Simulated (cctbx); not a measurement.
**Diagnosing a refinement**

Cell a = 4.1810 Å, b = 4.1810 Å, c = 8.6910 Å, α = 90.00°, β = 90.00°, γ = 90.00°; space group P4/nmm (no. 129, origin choice 1). The compound is CdBrCl.

The data are simulated with cctbx, not measured: Mo Kα, λ = 0.71073 Å, to d = 0.77 Å, 70 % of the full sphere, strongest reflection 70000 counts, noise from counting, a 1.5 % proportional error and a noise floor of 4 counts (s.d.); no absorption.

An anisotropic refinement with weights 1/σ² prints:

```text
Rint 0.014, 133 unique reflections to 0.77 A
cycle     R1     wR2    GooF  max shift (A)
   1  0.0207  0.0535   5.820   0.00083
   2  0.0102  0.0266   2.897   0.00000
final R1 0.0102 wR2 0.0266 GooF 2.897  parameters 8  data/parameter 16.6
atom        x        y        z      Ueq    occ   su(xyz)  su(Uiso or U11)
Cd1    0.00000  0.50000  0.83262   0.0067  1.000  0.00004  0.0002
Br1    0.50000  0.50000  0.00000   0.0043  1.000  0.00000  0.0002
Cl1    0.00000  0.50000  0.33350   0.0132  1.000  0.00017  0.0004
difference map: max 1.21 min -0.89 rms 0.12
Q1    0.0000  0.5000  0.0012    2    1.21  1.47 A from Cd1
Q2    0.0000  0.5000  0.3333    2    0.88  0.00 A from Cl1
Q3    0.0000  0.5000  0.6774    2    0.47  1.35 A from Cd1
Q4    0.0000  0.0000  0.0000    2    0.43  0.00 A from Br1
Q5    0.0000  0.0000  0.3406    4    0.33  2.09 A from Cl1
Q6    0.0000  0.5000  0.5040    2    0.26  1.48 A from Cl1
```

Q: Accept it or mend it, and why?

Mend it. The fault: anomalous dispersion left out. Against the right model at the same level, R1 goes from 0.0042 to 0.0102 and GooF from 1.04 to 2.90, the top difference peak, 1.2 e/Å³, lies 1.47 Å from Cd1 and a hole of -0.9 e/Å³ opens. No atom is wrong: without f′ and f″ the atoms near an edge get the wrong scattering power, which U and the scale absorb. The signs are weak, and the output alone doesn't single this fault out.

The compound is CdBrCl. The right model at the same level gives:

```text
Rint 0.014, 133 unique reflections to 0.77 A
cycle     R1     wR2    GooF  max shift (A)
   1  0.0060  0.0159   1.728   0.00009
   2  0.0042  0.0095   1.038   0.00000
final R1 0.0042 wR2 0.0095 GooF 1.038  parameters 8  data/parameter 16.6
atom        x        y        z      Ueq    occ   su(xyz)  su(Uiso or U11)
Cd1    0.00000  0.50000  0.83259   0.0057  1.000  0.00002  0.0001
Br1    0.50000  0.50000  0.00000   0.0050  1.000  0.00000  0.0001
Cl1    0.00000  0.50000  0.33341   0.0150  1.000  0.00006  0.0001
difference map: max 0.25 min -0.25 rms 0.05
Q1    0.0000  0.5000  0.0612    2    0.25  1.99 A from Cd1
Q2    0.0000  0.5000  0.4964    2    0.23  1.42 A from Cl1
Q3    0.0000  0.5000  0.1812    2    0.18  1.32 A from Cl1
Q4    0.0000  0.5000  0.7305    2    0.15  0.89 A from Cd1
Q5    0.0000  0.0000  0.2008    4    0.15  1.75 A from Br1
Q6    0.0000  0.5000  0.3785    2    0.14  0.39 A from Cl1
```

The model is made up (kin elements in a known structure type, no relaxation), so it says nothing on whether the phase exists.

[Middle refinement cycles are left out of these outputs.]

[Logs are printed without paths, hosts, clocks, repeated set-up lines and the standing remarks that a program may print on its own settings, such as how far it seeks lower states.]
